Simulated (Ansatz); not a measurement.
**Free carriers and the phonons of BAs (F-43m)**

Aim: how far do free carriers move the optical modes of BAs (F-43m)?

Program: Ansatz 0.2.0. Level of theory: DFT LDA, scalar-relativistic, plane waves, PAW; PAW set soft_1. Results are calculated unless marked as measured.

Most raw output is cut from this account.

## (1) The starting structure

The structure is cubic, space group F-43m (No. 216). The conventional cell has a = 4.777 Å, b = 4.777 Å, c = 4.777 Å, α = 90.00°, β = 90.00°, γ = 90.00°. Nearest to B lie 4 As at 2.07 Å. As has 4 B at 2.07 Å nearest. Farther neighbours are not listed.

## (2) Relaxation

Harmonic phonons are second derivatives at a point where the forces vanish, and they are wanted at zero stress, so atoms and cell are relaxed first.

Contents of input.yaml:

```yaml
crystal:
  lattice:
    - [0.0, 2.3885, 2.3885]
    - [2.3885, 0.0, 2.3885]
    - [2.3885, 2.3885, 0.0]
  atoms:
    - { symbol: B, position: [0.0, 0.0, 0.0] }
    - { symbol: As, position: [0.75, 0.75, 0.75] }
kpoints:
  mp_grid: { grid: [10, 10, 10] }
hamiltonian:
  xc: lda
  pseudopotentials: { kind: paw, azcp: { folder: soft_1 }, xc_functional: pbe }
scf:
  occupations: { method: gaussian, width: 0.02 }
output:
  forces: true
  stress: true
  eigenvalues: true
  write_density: true
  write_potential: true
  elf: true
  volumetric_format: npy
relax:
  adjacent_minimum: "off"
  f_tol: 0.005
  max_steps: 80
  cell: { stress_tol: 0.05 }
```

On the command line:

```sh
> ansatz run input.yaml --threads 4 --pin off --max-ram 16384MiB --backend cpu --events-out ev --progress --plain --runs-dir out
```

Run time: 2.7 s. Hardware: 4 threads of Arm Neoverse V1, shared host; peak memory 0.31 GiB; 9.4 s of CPU time.

The steps of the relaxation:

| step | energy less that of the first step (eV) | largest force component (eV/Å) | pressure (GPa) | volume (Å³) |
| --- | --- | --- | --- | --- |
| 1 | 0.0000 | 0.0000 | -3.96 | 27.25 |
| 2 | -0.0093 | 0.0000 | -1.10 | 26.69 |
| 3 | -0.0101 | 0.0000 | 0.05 | 26.48 |
| 4* | -0.0097 | 0.0000 | 0.03 | 26.48 |

Relaxation steps marked * repeat the geometry before them on a plane-wave basis chosen anew for their cell, so energy and pressure can jump there.

Forces are held to the 24 operations that the run works with; a distortion that breaks them can't arise in this run.

| conventional cell, symmetrised | before | after | change |
| --- | --- | --- | --- |
| a (Å) | 4.777 | 4.731 | -1.0 % |
| b (Å) | 4.777 | 4.731 | -1.0 % |
| c (Å) | 4.777 | 4.731 | -1.0 % |
| volume (Å³/atom) | 13.63 | 13.24 | -2.8 % |

The relaxed structure:

```
B As
1.0
     0.00000    2.36571    2.36571
     2.36571    0.00000    2.36571
     2.36571    2.36571    0.00000
B As
1 1
Direct
  0.00000 0.00000 0.00000
  0.75000 0.75000 0.75000
```

This step gave:

- pressure: 0.03048 GPa
- gap on the k-mesh: 1.105 eV
- volume per atom: 13.24 Å³

ELF in the ac plane of a cell with a along [110], b along [-110] and c along [001] of the cube at fractional y = 0.000, with atoms of B and As within 0.2 Å of it. It is the smooth field of the valence electrons, not physical close to the nuclei.

Ten even steps from '_' (0.02) to '@' (0.87), each cell a mean:
```
..--++==----==++--..::++++--::--++++::
++++==..____::==++++++++--..__..--++++
**==::________::==**++--..______..--++
--::__________..::--::..__________..::
______________________________________
______..::::..__________..::::::..____
____::==++++==::______..--++++++--..__
__..==++++++++==..____--++**++**++--__
::==++==::::==++==..::++++--::--++++::
==**##==____==##**==++##**..__::**##++
**@@@@**::::**@@@@**%%@@##==::==%%@@##
==%%@@%%****%%@@%%==**@@@@##++##@@@@**
__==%%%%****%%%%==__..##%%##**##%%##..
```
Columns run along a (6.7 Å), rows up along c (4.7 Å), edges of the conventional cell, whose origin can differ from the input's. Atoms in or near the plane, at fractional coordinates: B at (0.50, 0.00), B at (0.00, 0.00), As at (0.75, 0.25), As at (0.25, 0.25).

Electrostatic potential energy in the ac plane of a cell with a along [110], b along [-110] and c along [001] of the cube at fractional y = 0.000, with atoms of B and As within 0.2 Å of it. With pseudopotentials it is smooth inside the atoms' cores, unlike the true potential.

Ten even steps from '_' (-31 eV) to '@' (24 eV), each cell a mean:
```
__::**########**::____==##########==__
==++##%%%%%%%%##++====**##%%%%%%##**==
######%%%%%%%%##########%%%%%%%%%%####
####%%%%%%%%%%%%######%%%%%%%%%%%%%%##
%%%%%%%%%%%%%%%%%%%%%%%%%%%%%%%%%%%%%%
%%%%%%########%%%%%%%%%%%%######%%%%%%
%%######****####%%%%%%####******####%%
%%##**========**##%%####++======++####
####++++%%%%++++######**==##%%**==**##
####==**@@@@**==######**==@@@@@@==**##
****++++%%%%++++********==##@@##==****
..==**========**==..::++++======++++::
__..************..____--**********--__
```
Columns run along a (6.7 Å; values clipped at the 3rd and 97th percentile), rows up along c (4.7 Å), edges of the conventional cell, whose origin can differ from the input's. Atoms in or near the plane, at fractional coordinates: B at (0.50, 0.00), B at (0.00, 0.00), As at (0.75, 0.25), As at (0.25, 0.25).

Valence density in the ac plane of a cell with a along [110], b along [-110] and c along [001] of the cube at fractional y = 0.000, with atoms of B and As within 0.2 Å of it. It is the smooth field of the valence electrons, not physical close to the nuclei.

Ten steps, logarithmic in the rise over the least value, from '0' (0 e/Å³) to '9' (36 e/Å³), each cell a mean:
```
2110000122211000112
1100000011110000011
1000000001100000001
0000000000000000000
0000000000000000000
0000000000000000000
0000110000000111000
0012331100001232100
0014774100012686210
0126996210113898311
1124774211123686321
2222332222222232222
1221111221221111122
```
Columns run along a (6.7 Å), rows up along c (4.7 Å), edges of the conventional cell, whose origin can differ from the input's. Atoms in or near the plane, at fractional coordinates: B at (0.50, 0.00), B at (0.00, 0.00), As at (0.75, 0.25), As at (0.25, 0.25).

In this step the volume went from 13.63 to 13.24 Å³/atom.

## (3) Tight relaxation

Phonons need small forces and stress, so the relaxation is finished with tight tolerances on 12×12×12 k points.

Contents of input.yaml:

```yaml
crystal:
  lattice:
    - [0.0, 2.3657126972, 2.3657126972]
    - [2.3657126972, 0.0, 2.3657126972]
    - [2.3657126972, 2.3657126972, 0.0]
  atoms:
    - { symbol: B, position: [0.0, 0.0, 0.0] }
    - { symbol: As, position: [0.75, 0.75, 0.75] }
kpoints:
  mp_grid: { grid: [12, 12, 12] }
hamiltonian:
  xc: lda
  pseudopotentials: { kind: paw, azcp: { folder: soft_1 }, xc_functional: pbe }
scf:
  occupations: { method: fixed }
output:
  forces: true
  stress: true
  eigenvalues: true
relax:
  adjacent_minimum: "off"
  f_tol: 0.001
  max_steps: 60
  cell: { stress_tol: 0.01 }
```

Wall time 2.6 s (4 threads); peak memory 0.33 GiB.

Little changed from the start: no atom moved by 0.005 Å and no cell edge by 0.1 %.

This step gave:

```
pressure          : 0.009107 GPa
gap on the k-mesh : 1.111 eV
```

The forces vanish by symmetry and the pressure is 0.009 GPa, within the tolerances set. The cell now holds 13.24 Å³/atom.

## (4) Ground state of a member: no carriers

The cell of the neutral crystal is kept with no carriers. The bands are sampled on 36×36×36 points with Fermi-Dirac filling of 0.03 eV.

input.yaml, the sections that differ from step 3:

```yaml
crystal:
  lattice:
    - [0.0, 2.3658309558, 2.3658309558]
    - [2.3658309558, 0.0, 2.3658309558]
    - [2.3658309558, 2.3658309558, 0.0]
  atoms:
    - { symbol: B, position: [0.0, 0.0, 0.0] }
    - { symbol: As, position: [0.75, 0.75, 0.75] }
kpoints:
  mp_grid: { grid: [36, 36, 36] }
scf:
  occupations: { method: fermi_dirac, width: 0.03 }
# hamiltonian, output: as in step 3
# relax: removed
```

Wall time 13 s (4 threads); peak memory 0.78 GiB.

The forces vanish by symmetry.

## (5) Modes of this member: no carriers

Phonons follow from the second derivative of the energy, found here by linear response.

The zone-centre modes follow for no carriers.

Edit input.yaml of step 4 so:

```diff
@@ -16,4 +16,4 @@
 output:
-  forces: true
-  stress: true
   eigenvalues: true
+phonons:
+  method: dfpt
```

It took 96 s on 4 threads; peak memory 3.4 GiB.

This step gave:

* sum-rule residual before enforcement: 3.80e-6 eV/Å²
* point group: -43m
* highest optical mode at the zone centre (no LO-TO term): 699.9 cm⁻¹
* lowest optical zone-centre mode: 699.9 cm⁻¹

Without the LO-TO term. Patterns of degenerate modes are one choice out of their space. Modes at Γ, with each element's share of the kinetic energy:

| mode | frequency (cm⁻¹) | symmetry | B % | As % |
| --- | --- | --- | --- | --- |
| 1 | 0.0 | acoustic | 13 | 87 |
| 2 | 0.0 | acoustic | 13 | 87 |
| 3 | 0.0 | acoustic | 13 | 87 |
| 4 | 699.9 | T2 | 87 | 13 |
| 5 | 699.9 | T2 | 87 | 13 |
| 6 | 699.9 | T2 | 87 | 13 |

Displacements in mode 6 (699.9 cm⁻¹), the largest set to 1:
```
B1   0.00  0.00  1.00
As2  0.00  0.00 -0.14
```

The optical mode without the LO-TO term lies at 699.9 cm⁻¹.

## (6) Ground state of a member: 15 × 10²⁰ electrons per cm³

The cell of the neutral crystal is kept with 15 × 10²⁰ electrons per cm³, balanced by a uniform background. The bands are sampled on 36×36×36 points with Fermi-Dirac filling of 0.03 eV.

Edit input.yaml of step 5 so:

```diff
@@ -8,2 +8,3 @@
     - { symbol: As, position: [0.75, 0.75, 0.75] }
+total_charge: -0.039726
 kpoints:
@@ -16,4 +17,4 @@
 output:
+  forces: true
+  stress: true
   eigenvalues: true
-phonons:
-  method: dfpt
```

It took 12 s on 4 threads; peak memory 0.79 GiB; 46 s of CPU time.

The forces vanish by symmetry.

## (7) Modes of this member: 15 × 10²⁰ electrons per cm³

The zone-centre modes follow for 15 × 10²⁰ electrons per cm³.

Edit input.yaml of step 6 so:

```diff
@@ -17,4 +17,4 @@
 output:
-  forces: true
-  stress: true
   eigenvalues: true
+phonons:
+  method: dfpt
```

Wall time 1.7 min (4 threads); peak memory 3.5 GiB.

Numbers from this step:

```
sum-rule residual before enforcement                    : 1.19e-4 eV/Å²
highest optical mode at the zone centre (no LO-TO term) : 685.8 cm⁻¹
lowest optical zone-centre mode                         : 685.8 cm⁻¹
```

Without the LO-TO term. Patterns of degenerate modes are one choice out of their space. Modes at Γ, with each element's share of the kinetic energy:

| mode | frequency (cm⁻¹) | symmetry | B % | As % |
| --- | --- | --- | --- | --- |
| 1 | 0.0 | acoustic | 13 | 87 |
| 2 | 0.0 | acoustic | 13 | 87 |
| 3 | 0.0 | acoustic | 13 | 87 |
| 4 | 685.8 | T2 | 87 | 13 |
| 5 | 685.8 | T2 | 87 | 13 |
| 6 | 685.8 | T2 | 87 | 13 |

The optical mode without the LO-TO term lies at 685.8 cm⁻¹.

Between step 5 and this run (carriers 15 × 10²⁰ cm⁻³) the value for the highest optical mode at the zone centre (no LO-TO term) moves from 700 cm⁻¹ to 686 cm⁻¹ (-2 %).

## (8) A check on a coarser mesh: 2 × 10²⁰ electrons per cm³

To see what the mesh is worth, the run for 2 × 10²⁰ electrons per cm³ is repeated on 29×29×29 points.

Edit input.yaml of step 7 so:

```diff
@@ -8,5 +8,5 @@
     - { symbol: As, position: [0.75, 0.75, 0.75] }
-total_charge: -0.039726
+total_charge: -0.005297
 kpoints:
-  mp_grid: { grid: [36, 36, 36] }
+  mp_grid: { grid: [29, 29, 29] }
 hamiltonian:
```

Wall time 59 s (4 threads); peak memory 2 GiB; 3.7 min of CPU time.

This step gave:

| Quantity | Value |
| --- | --- |
| sum-rule residual before enforcement | 1.89e-5 eV/Å² |
| highest optical mode at the zone centre (no LO-TO term) | 698.5 cm⁻¹ |
| lowest optical zone-centre mode | 698.5 cm⁻¹ |

The highest mode comes at 698.5 cm⁻¹, against 698.5 cm⁻¹ on 36×36×36 points.

## (9) A check on a coarser mesh: 10 × 10²⁰ electrons per cm³

To see what the mesh is worth, the run for 10 × 10²⁰ electrons per cm³ is repeated on 29×29×29 points.

Edit input.yaml of step 8 so:

```diff
@@ -8,3 +8,3 @@
     - { symbol: As, position: [0.75, 0.75, 0.75] }
-total_charge: -0.005297
+total_charge: -0.026484
 kpoints:
```

The job ended after 56 s (4 threads; peak memory 2.1 GiB; 3.5 min of CPU time).

Numbers from this step:

```yaml
sum_rule_residual_before_enforcement: 1.07e-4 eV/Å²
highest_optical_mode_at_the_zone_centre_no_lo_to_term: 690.8 cm⁻¹
lowest_optical_zone_centre_mode: 690.8 cm⁻¹
```

The highest mode comes at 690.8 cm⁻¹, against 690.9 cm⁻¹ on 36×36×36 points.

## (10) All members side by side

The members are set side by side, also those not shown above.

Electrons count positive and holes negative; without the LO-TO term; modes are tracked from the neutral crystal by their patterns, and those within 0.3 cm⁻¹ of each other stand once; the cell of the neutral crystal is kept and the atoms are relaxed where symmetry leaves them free; all runs use 36×36×36 k points and Fermi-Dirac smearing of 0.03 eV. Optical modes along the series:

| carriers (10²⁰ cm⁻³) | mode 4 T2 (cm⁻¹) |
| --- | --- |
| 0 | 699.9 |
| 1 | 699.2 |
| 2 | 698.5 |
| 4 | 696.9 |
| 6 | 695 |
| 10 | 690.9 |
| 15 | 685.8 |

## (11) Outcome

- members: 7
- mode: mode 4 T2
- its frequency without carriers: 699.91 cm⁻¹
- its frequency at 15 × 10²⁰ cm⁻³: 685.75 cm⁻¹

What this shows: At 15 × 10²⁰ electrons per cm³ the optical mode has moved by -14.16 cm⁻¹ from 699.91 cm⁻¹. At 2 and 10 × 10²⁰ cm⁻³ the coarser mesh moves the optical modes by up to 0.10 cm⁻¹, a measure of the error left by the mesh there. The response is adiabatic: the carriers follow the ions at once. Where they cannot, as for a zone-centre mode faster than their scattering, measured shifts differ, and line shapes are not given here. The background stands for dopants without their size, scattering or local bonds, and the cell is that of the neutral crystal, although carriers also change the volume at rest, which would shift the modes as well. In a polar crystal the carriers also screen the field of the longitudinal modes, often the largest effect; only modes without that field are treated here. These are harmonic frequencies of a static lattice, with warm electrons: anharmonic shifts, linewidths and thermal expansion are left out. The PAW files were made for PBE; the program adapts parts of them to the functional of the run, but their partial waves stay those of PBE, an approximation that was not tested in this session. Only the zone centre was solved, so an instability at another wavevector cannot show here.

[Logs are printed without paths, hosts, clocks, repeated set-up lines and the standing remarks that a program may print on its own settings, such as how far it seeks lower states.]

[Hosts, paths, dates, database ids (printed as entryN), source tags and the programs' standing remarks are cut or masked in the printed files.]
